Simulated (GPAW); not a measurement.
**How AlFe absorbs and reflects light**

Aim: the dielectric function of AlFe, and the optical constants that follow from it.

Main program and level: GPAW 26.7.0; DFT, PBE, plane-wave PAW (GPAW data sets), scalar-relativistic, RPA, optical limit.

## 1. Set-up

The structure is cubic, space group Pm-3m (No. 221). The conventional cell has a = 2.910 Å, b = 2.910 Å, c = 2.910 Å, α = 90.00°, β = 90.00°, γ = 90.00°. Nearest to Fe lie 8 Al at 2.52 Å. Nearest to Al lie 8 Fe at 2.52 Å. Farther neighbours are not listed.

## 2. Ground state

The self-consistent density comes first; it also tells whether there is a gap, which decides the occupations and the need for a Drude term.

This step: DFT, PBE, plane-wave PAW (GPAW data sets), scalar-relativistic, ground state (GPAW 26.7.0).

gs.py reads:

```python
from ase import Atoms
from ase.dft.bandgap import bandgap
from gpaw import GPAW, PW, FermiDirac

atoms = Atoms(['Fe', 'Al'],
              cell=[[2.91000000, 0.00000000, 0.00000000],
                    [0.00000000, 2.91000000, 0.00000000],
                    [0.00000000, 0.00000000, 2.91000000]],
              scaled_positions=[[0.50000000, 0.50000000, 0.50000000],
                                [0.00000000, 0.00000000, 0.00000000]],
              pbc=[True, True, True])
atoms.set_initial_magnetic_moments([3.0, 0.0])
atoms.calc = GPAW(mode=PW(450), xc='PBE', kpts={'size': (8, 8, 8), 'gamma': True},
                  occupations=FermiDirac(0.05), maxiter=150, txt='gs.txt')
print('energy (eV)', atoms.get_potential_energy())
print('Fermi level (eV)', atoms.calc.get_fermi_level())
print('valence electrons', atoms.calc.get_number_of_electrons())
print('gap (eV)', bandgap(atoms.calc, output=None)[0])
print('direct gap (eV)', bandgap(atoms.calc, direct=True, output=None)[0])
print('moments', atoms.get_magnetic_moments().round(3).tolist())
atoms.calc.write('gs.gpw')
```

Launch:

```bash
OMP_NUM_THREADS=1 python gs.py
```

Numbers of over 12 decimals in the logs are rounded to 6 here.

What it wrote:

```text
__  _  _
 | _ |_)|_||  |
 |__||  | ||/\| - 26.7.0

Versions:
  Python: 3.12.14
  ASE:    3.29.0
  Numpy:  2.5.5
  Scipy:  1.18.1
  Libxc:  7.0.0

Input parameters:
  mode=PW(ecut=450.000000),
  kpts=MonkhorstPack(size=(8, 8, 8), gamma=True),
  maxiter=150,
  occupations=Occupations(name='fermi-dirac', width=0.05, fixmagmom=False),
  xc=XC(name='PBE')

Diagonalizing LCAO Hamiltonian
Converting LCAO to pw mode
   .------.
  /|      |
 * |      |
 | | Fe   |
 | .------.
 |/      /
 Al-----*

Atoms  # Å, Bohr magnetons
|   | symbol |        x |        y |        z |    initial magnetic moments |
| 0 |     Fe | 1.455000 | 1.455000 | 1.455000 | ( 0.0000,  0.0000,  3.0000) |
| 1 |     Al | 0.000000 | 0.000000 | 0.000000 | ( 0.0000,  0.0000,  0.0000) |

Unit cell  # Å
| periodic |        x |        y |        z |  lengths |    angles |
|      yes | 2.910000 | 0.000000 | 0.000000 | 2.910000 | 90.000000 |
|      yes | 0.000000 | 2.910000 | 0.000000 | 2.910000 | 90.000000 |
|      yes | 0.000000 | 0.000000 | 2.910000 | 2.910000 | 90.000000 |

Number of symmetries: 48
Symmetry operations  # r_c * U_cc + t_c -> r_c
|    | kind |            matrix            |
|  0 |  E   |  1, 0, 0,  0, 1, 0,  0, 0, 1 |
|  1 |  σ   |  1, 0, 0,  0, 1, 0,  0, 0,-1 |
|  2 |  σ   |  1, 0, 0,  0, 0, 1,  0, 1, 0 |
|  3 |  C4  |  1, 0, 0,  0, 0, 1,  0,-1, 0 |
|  4 |  C4  |  1, 0, 0,  0, 0,-1,  0, 1, 0 |
|  5 |  σ   |  1, 0, 0,  0, 0,-1,  0,-1, 0 |
|  6 |  σ   |  1, 0, 0,  0,-1, 0,  0, 0, 1 |
|  7 |  C2  |  1, 0, 0,  0,-1, 0,  0, 0,-1 |
|  8 |  σ   |  0, 1, 0,  1, 0, 0,  0, 0, 1 |
|  9 |  C2  |  0, 1, 0,  1, 0, 0,  0, 0,-1 |
| 10 |  C3  |  0, 1, 0,  0, 0, 1,  1, 0, 0 |
| 11 |  S6  |  0, 1, 0,  0, 0, 1, -1, 0, 0 |
| 12 |  S6  |  0, 1, 0,  0, 0,-1,  1, 0, 0 |
| 13 |  C3  |  0, 1, 0,  0, 0,-1, -1, 0, 0 |
| 14 |  C4  |  0, 1, 0, -1, 0, 0,  0, 0, 1 |
| 15 |  S4  |  0, 1, 0, -1, 0, 0,  0, 0,-1 |
| 16 |  C3  |  0, 0, 1,  1, 0, 0,  0, 1, 0 |
| 17 |  S6  |  0, 0, 1,  1, 0, 0,  0,-1, 0 |
| 18 |  σ   |  0, 0, 1,  0, 1, 0,  1, 0, 0 |
| 19 |  C4  |  0, 0, 1,  0, 1, 0, -1, 0, 0 |
| 20 |  C2  |  0, 0, 1,  0,-1, 0,  1, 0, 0 |
| 21 |  S4  |  0, 0, 1,  0,-1, 0, -1, 0, 0 |
| 22 |  S6  |  0, 0, 1, -1, 0, 0,  0, 1, 0 |
| 23 |  C3  |  0, 0, 1, -1, 0, 0,  0,-1, 0 |
| 24 |  S6  |  0, 0,-1,  1, 0, 0,  0, 1, 0 |
| 25 |  C3  |  0, 0,-1,  1, 0, 0,  0,-1, 0 |
| 26 |  C4  |  0, 0,-1,  0, 1, 0,  1, 0, 0 |
| 27 |  σ   |  0, 0,-1,  0, 1, 0, -1, 0, 0 |
| 28 |  S4  |  0, 0,-1,  0,-1, 0,  1, 0, 0 |
| 29 |  C2  |  0, 0,-1,  0,-1, 0, -1, 0, 0 |
| 30 |  C3  |  0, 0,-1, -1, 0, 0,  0, 1, 0 |
| 31 |  S6  |  0, 0,-1, -1, 0, 0,  0,-1, 0 |
| 32 |  C4  |  0,-1, 0,  1, 0, 0,  0, 0, 1 |
| 33 |  S4  |  0,-1, 0,  1, 0, 0,  0, 0,-1 |
| 34 |  S6  |  0,-1, 0,  0, 0, 1,  1, 0, 0 |
| 35 |  C3  |  0,-1, 0,  0, 0, 1, -1, 0, 0 |
| 36 |  C3  |  0,-1, 0,  0, 0,-1,  1, 0, 0 |
| 37 |  S6  |  0,-1, 0,  0, 0,-1, -1, 0, 0 |
| 38 |  σ   |  0,-1, 0, -1, 0, 0,  0, 0, 1 |
| 39 |  C2  |  0,-1, 0, -1, 0, 0,  0, 0,-1 |
| 40 |  σ   | -1, 0, 0,  0, 1, 0,  0, 0, 1 |
| 41 |  C2  | -1, 0, 0,  0, 1, 0,  0, 0,-1 |
| 42 |  C2  | -1, 0, 0,  0, 0, 1,  0, 1, 0 |
| 43 |  S4  | -1, 0, 0,  0, 0, 1,  0,-1, 0 |
| 44 |  S4  | -1, 0, 0,  0, 0,-1,  0, 1, 0 |
| 45 |  C2  | -1, 0, 0,  0, 0,-1,  0,-1, 0 |
| 46 |  C2  | -1, 0, 0,  0,-1, 0,  0, 0, 1 |
| 47 |  i   | -1, 0, 0,  0,-1, 0,  0, 0,-1 |

BZ-sampling:
  Number of BZ points: 512
  Number of IBZ points: 35

  Monkhorst-Pack size: [8, 8, 8]
  Monkhorst-Pack shift: [0.0625, 0.0625, 0.0625]

K-points  # in reciprocal-cell coordinates
|     |                                coordinates |     weight |
|   0 | (  0.00000000,   0.00000000,   0.00000000) | 0.00195312 |
|   1 | (  0.12500000,   0.00000000,   0.00000000) | 0.01171875 |
|   2 | (  0.12500000,   0.12500000,   0.00000000) | 0.02343750 |
|   3 | (  0.12500000,   0.12500000,   0.12500000) | 0.01562500 |
|   4 | (  0.25000000,   0.00000000,   0.00000000) | 0.01171875 |
|   5 | (  0.25000000,   0.12500000,   0.00000000) | 0.04687500 |
|   6 | (  0.25000000,   0.12500000,   0.12500000) | 0.04687500 |
|   7 | (  0.25000000,   0.25000000,   0.00000000) | 0.02343750 |
|   8 | (  0.25000000,   0.25000000,   0.12500000) | 0.04687500 |
|   9 | (  0.25000000,   0.25000000,   0.25000000) | 0.01562500 |
| ... |                                            |            |
|  34 | (  0.50000000,   0.50000000,   0.50000000) | 0.00195312 |

Plane wave coefficients: 554
Cutoff: 450.000000 eV

Spin-components: 2 (collinear spins)
Bands:           13
Projectors:      11
Spin-degeneracy: 1
Datatype:        complex128

Parallelization:
  kpt:    1
  domain: 1
  band:   1

Density:
  Valence electrons: 11.0
  Components: 2
  Grid points: [15 15 15]
  Charge: 0.0  # |e|

Potential:
  Grid points: [15 15 15]

species:
  Fe:
    name:    Iron
    id:
    Z:       26.0
    valence: 8
    core:    18
    charge:  0.0  # [|e|]
    compensation charges:
      type: gauss
      rc: 0.33  # [Å]
      lmax: 2
    cutoffs:
      filter: 2.06  # [Å]
      core: 2.67  # [Å]
    projectors
    | kind |    occ | energy [eV] | rcut [Å] |
    |   4s |  2.000 |      -5.291 |    1.164 |
    |   4p |  0.000 |      -1.326 |    1.058 |
    |   3d |  6.000 |      -7.505 |    1.058 |
    |    s |        |      21.920 |    1.164 |
    |    p |        |      25.885 |    1.058 |
    |    d |        |      19.706 |    1.058 |

    Using partial waves for Fe as LCAO basis

  Al:
    name:    Aluminium
    id:
    Z:       13.0
    valence: 3
    core:    10
    charge:  0.0  # [|e|]
    compensation charges:
      type: gauss
      rc: 0.34  # [Å]
      lmax: 2
    cutoffs:
      filter: 1.91  # [Å]
      core: 2.36  # [Å]
    projectors
    | kind |    occ | energy [eV] | rcut [Å] |
    |   3s |  2.000 |      -7.753 |    1.085 |
    |   3p |  1.000 |      -2.712 |    1.085 |
    |    s |        |      19.459 |    1.085 |
    |    p |        |      24.499 |    1.085 |
    |    d |        |       0.000 |    1.085 |

    Using partial waves for Al as LCAO basis

Reference energy: -41222.877865  # eV

eigensolver:
  PPCG
  Converge bands: occupied
  niter=2

density mixing:
  MSR1-Mixer
  Pratt-step length: 0.05
  Maximum mixing coefficient: 0.75
  Old densities: 10
  SVD Regularization: 0.005
  Good broyden scale: 1.0
  Trust region scale: 1.0
  Backstep threshold: 4.0
  History deletion threshold: 6.0
  Fourier metric: weight=20.0, sigma=0.015

occupation numbers:
  Fermi-Dirac:
    width: 0.0500  # eV

poisson solver:
  ecut: 3600.000000  # eV

xc functional:
  name: PBE with 2 nearest neighbor stencil

convergence criteria:
- Maximum [total energy] change in last 3 cyles: 0.0005 eV / valence electron
- Maximum integral of absolute [dens]ity change: 0.0001 electrons / valence electron
- Maximum integral of absolute [eigenst]ate change: 4e-08 eV^2 / valence electron
maximum number of iterations: 150

SCF iterations
|iter     |      energy | eigst |  dens |  magmom |
|iter:   1||  -12.951482 | +0.46 |       |  +3.0107|
|iter:   2||  -12.965040 | -1.54 | -0.86 |  +2.9625|
|iter:   3||  -13.264275 | -1.96 | -0.88 |  +2.3318|
|iter:   4||  -13.196749 | -1.80 | -0.89 |  +1.6072|
|iter:   5||  -13.260688 | -2.95 | -1.35 |  +1.1616|
|iter:   6||  -12.854064 | -1.04 | -1.33 |  -2.9075|
|iter:   7||  -13.260664 | -1.53 | -0.85 |  -0.3941|
|iter:   8||  -13.286473 | -3.12 | -1.60 |  -0.5039|
|iter:   9||  -13.224919 | -2.10 | -1.69 |  -1.5881|
|iter:  10||  -13.306901 | -2.21 | -1.30 |  -0.5231|
|iter:  11||  -13.322639 | -2.90 | -1.74 |  -0.8833|
|iter:  12||  -13.314917 | -3.03 | -1.88 |  -0.5221|
|iter:  13||  -13.327660 | -3.33 | -1.71 |  -0.7784|
|iter:  14||  -13.327179 | -4.91 | -2.46 |  -0.8062|
|iter:  15||  -13.327844c| -4.55 | -2.31 |  -0.7466|
|iter:  16||  -13.327850c| -5.75 | -3.17 |  -0.7597|
|iter:  17||  -13.327861c| -6.50 | -3.20 |  -0.7536|
|iter:  18||  -13.327861c| -7.44c| -4.01c|  -0.7522|

Converged in 18 steps
SCF loop duration: 12.437 s (0.691 s/step)
Energy contributions relative to reference atoms: (reference = -41222.877865)

Energy contributions:
  Kinetic:          10.729411
  Coulomb:          -7.220579
  Zero:              0.156135
  External:          0.000000
  Xc:              -16.982873
  Entropy:          -0.019910
  Spinorbit:         0.000000
  ----------------------------
  Free energy:     -13.337816
  Extrapolated:    -13.327861

dipole moment: (-4.969919, -4.969919, -4.969919)  # |e|*Ang

Total magnetic moment: (0.000000, 0.000000, -0.752234)

Local magnetic moments
|        x |        y |         z |
| 0.000000 | 0.000000 | -0.778572 |  # Fe   0
| 0.000000 | 0.000000 |  0.030376 |  # Al   1

Fermi level: 9.117
Eigenvalues  # (at kpt = [0.000, 0.000, 0.000])
| band index |      eig [eV] | occ [0-1] |      eig [eV] | occ [0-1] |
|          0 |        -1.193 |     1.000 |        -1.193 |     1.000 |
|          1 |         7.075 |     1.000 |         6.639 |     1.000 |
|          2 |         7.075 |     1.000 |         6.639 |     1.000 |
|          3 |         9.547 |     0.000 |         8.673 |     1.000 |
|          4 |         9.547 |     0.000 |         8.673 |     1.000 |
|          5 |         9.547 |     0.000 |         8.673 |     1.000 |
|          6 |        15.190 |     0.000 |        15.170 |     0.000 |
|          7 |        15.190 |     0.000 |        15.170 |     0.000 |
|          8 |        15.190 |     0.000 |        15.170 |     0.000 |
|          9 |        18.278 |     0.000 |        18.195 |     0.000 |
|         10 |        18.278 |     0.000 |        18.195 |     0.000 |
|         11 |        24.026 |     0.000 |        23.903 |     0.000 |
|         12 |        30.446 |     0.000 |        30.405 |     0.000 |

No gap
No difference between direct/indirect transitions

--- standard output ---
energy (eV) -13.327861
Fermi level (eV) 9.117373
valence electrons 11.0
gap (eV) 0.0
direct gap (eV) 0.0
moments [-0.779, 0.03]
```

Elapsed: 14 s, on 1 thread of Arm Neoverse V2, shared host; peak memory 0.13 GiB.

This step gave:

* energy: -13.33 eV
* Fermi energy: 9.117 eV
* electrons: 11
* site moments: -0.779, 0.03 μB

There are states at the Fermi level within the smearing, so the occupations stay smeared and the carriers get a Drude term.

## 3. Bands for the response

At the fixed density, many empty bands are solved on the mesh of the response, since the spectrum sums over them.

This step: DFT, PBE, plane-wave PAW (GPAW data sets), scalar-relativistic, bands at fixed density (GPAW 26.7.0).

nscf.py reads:

```python
from ase.dft.bandgap import bandgap
from gpaw import GPAW, FermiDirac

calc = GPAW('gs.gpw').fixed_density(kpts={'size': (14, 14, 14), 'gamma': True}, nbands=27, convergence={'bands': 21},
                                    occupations=FermiDirac(0.05), txt='nscf.txt')
print('gap (eV)', bandgap(calc, output=None)[0])
print('direct gap (eV)', bandgap(calc, direct=True, output=None)[0])
print('top band over the Fermi level (eV)', min(calc.get_eigenvalues(kpt=k)[20] for k in range(len(calc.get_ibz_k_points()))) - calc.get_fermi_level())
calc.write('full.gpw', mode='all')
```

Launch:

```bash
OMP_NUM_THREADS=1 python nscf.py
```

What it wrote:

```text
Diagonalizing LCAO Hamiltonian
Converting LCAO to pw mode
convergence criteria:
- Maximum integral of absolute [eigenst]ate change: 4e-08 eV^2 / valence electron
maximum number of iterations: 150

SCF iterations
|iter     |      energy | eigst |  dens |  magmom |
|iter:   1||             | +2.66 |       |  -0.7522|
|iter:   2||             | +0.99 |       |  -0.7522|
|iter:   3||             | +0.17 |       |  -0.7522|
|iter:   4||             | -1.72 |       |  -0.7522|
|iter:   5||             | -2.98 |       |  -0.7522|
|iter:   6||             | -4.52 |       |  -0.7522|
|iter:   7||             | -5.67 |       |  -0.7522|
|iter:   8||             | -6.39 |       |  -0.7522|
|iter:   9||             | -7.00 |       |  -0.7522|
|iter:  10||             | -7.34 |       |  -0.7522|
|iter:  11||             | -7.75c|       |  -0.7522|
SCF steps: 11
  __  _  _
 | _ |_)|_||  |
 |__||  | ||/\| - 26.7.0

Versions:
  Python: 3.12.14
  ASE:    3.29.0
  Numpy:  2.5.5
  Scipy:  1.18.1
  Libxc:  7.0.0

Input parameters:
  mode=PW(ecut=450.000000),
  convergence={'bands': 21},
  gpts=array([15, 15, 15]),
  kpts=MonkhorstPack(size=(14, 14, 14), gamma=True),
  maxiter=150,
  nbands=27,
  occupations=Occupations(name='fermi-dirac', width=0.05, fixmagmom=False),
  parallel={},
  xc=XC(name='PBE')

--- standard output ---
gap (eV) 0.0
direct gap (eV) 0.0
top band over the Fermi level (eV) 25.809604
```

Elapsed: 47 s, on 1 thread; peak memory 0.21 GiB.

(Part 1 of 2 ends here.)

[Machine, clock and banner lines and Python warnings are left out of the logs.]

[Logs are printed without paths, hosts, clocks, repeated set-up lines and the standing remarks that a program may print on its own settings, such as how far it seeks lower states.]

[Hosts, paths, dates, database ids (printed as entryN), source tags and the programs' standing remarks are cut or masked in the printed files.]
